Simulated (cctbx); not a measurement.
**Occupancies in Rb2Hg3S4**

Cell a = 7.8820 Å, b = 14.5720 Å, c = 8.8570 Å, α = 90.00°, β = 90.00°, γ = 90.00°; space group Pbca (no. 61); nominal formula Rb2Hg3S4.

Simulated single-crystal data (cctbx): Ag Kα, λ = 0.56087 Å, to d = 0.65 Å, 70 % of the full sphere, strongest reflection 20000 counts, noise from counting, a 4 % proportional error and a noise floor of 15 counts (s.d.); no absorption.

With every site full:

```text
Rint 0.051, 1939 unique reflections to 0.65 A
cycle     R1     wR2    GooF  max shift (A)
   1  0.1431  0.3235   7.563   0.01341
   2  0.0551  0.1431   3.346   0.00006
final R1 0.0551 wR2 0.1431 GooF 3.346  parameters 42  data/parameter 46.2
atom        x        y        z      Ueq    occ   su(xyz)  su(Uiso or U11)
Hg1    0.50000  0.00000  0.50000   0.0226  1.000  0.00000  0.0005
Hg2    0.26549  0.81180  0.26819   0.0108  1.000  0.00006  0.0002
Rb1    0.43502  0.11021  0.11956   0.0157  1.000  0.00020  0.0006
S1     0.51740  0.22871  0.39927   0.0231  1.000  0.00067  0.0021
S2     0.73603  0.98629  0.15497   0.0278  1.000  0.00072  0.0025
difference map: max 9.05 min -13.98 rms 1.12
Q1    0.2379  0.6966  0.7717    8    9.13  0.25 A from Hg2
Q2    0.0622  0.5878  0.1094    8    4.18  0.34 A from Rb1
Q3    0.0736  0.6393  0.1423    8    4.07  0.47 A from Rb1
Q4    0.2270  0.0204  0.8332    8    3.31  0.32 A from S2
Q5    0.1185  0.5143  0.4941    8    2.67  0.96 A from Hg1
Q6    0.0384  0.5493  0.5639    8    2.65  0.96 A from Hg1
```

With the occupancies of the suspect sites free, each still typed as its main element:

```text
Rint 0.051, 1939 unique reflections to 0.65 A
cycle     R1     wR2    GooF  max shift (A)
   1  0.1407  0.2948   6.895   0.00309
  11  0.0201  0.0403   0.942   0.00008
final R1 0.0201 wR2 0.0403 GooF 0.941  parameters 43  data/parameter 45.1
atom        x        y        z      Ueq    occ   su(xyz)  su(Uiso or U11)
Hg1    0.50000  0.00000  0.50000   0.0142  0.753  0.00000  0.0001
Hg2    0.26542  0.81181  0.26820   0.0139  1.000  0.00002  0.0001
Rb1    0.43503  0.11012  0.11964   0.0191  1.000  0.00006  0.0002
S1     0.51791  0.22867  0.39903   0.0273  1.000  0.00019  0.0006
S2     0.73739  0.98602  0.15529   0.0311  1.000  0.00020  0.0007
su of occupancy Hg1: 0.002
difference map: max 2.05 min -1.87 rms 0.47
Q1    0.1504  0.2194  0.8297    8    2.14  0.97 A from Hg2
Q2    0.1120  0.5138  0.2246    8    1.77  1.64 A from S2
Q3    0.0359  0.0410  0.7920    8    1.77  1.89 A from S2
Q4    0.2109  0.9959  0.1899    8    1.73  1.39 A from S2
Q5    0.1250  0.1009  0.4604    8    1.71  1.66 A from Rb1
Q6    0.1832  0.5589  0.0497    8    1.70  1.35 A from Rb1
```

**Question.** What is the disorder?

X-rays count electrons. Hg1 refines to 0.753(0.002), or 60.2 electrons; the site truly holds 0.75 Hg, 60.0 electrons, which is 0.750 of Hg. A value under 1 can't tell vacancies from a lighter guest, and one over 1 needs a heavier guest; chemistry or a second radiation must settle which. Occupancy correlates with U and the scale, so the match is approximate.

Freeing them takes R1 from 0.0551 to 0.0201 and GooF from 3.35 to 0.94.

The model was made for the exercise: a known structure type with other elements put in, its volume estimated, not relaxed; displacement parameters are assumed.

[Middle refinement cycles are left out of these outputs.]

[Logs are printed without paths, hosts, clocks, repeated set-up lines and the standing remarks that a program may print on its own settings, such as how far it seeks lower states.]
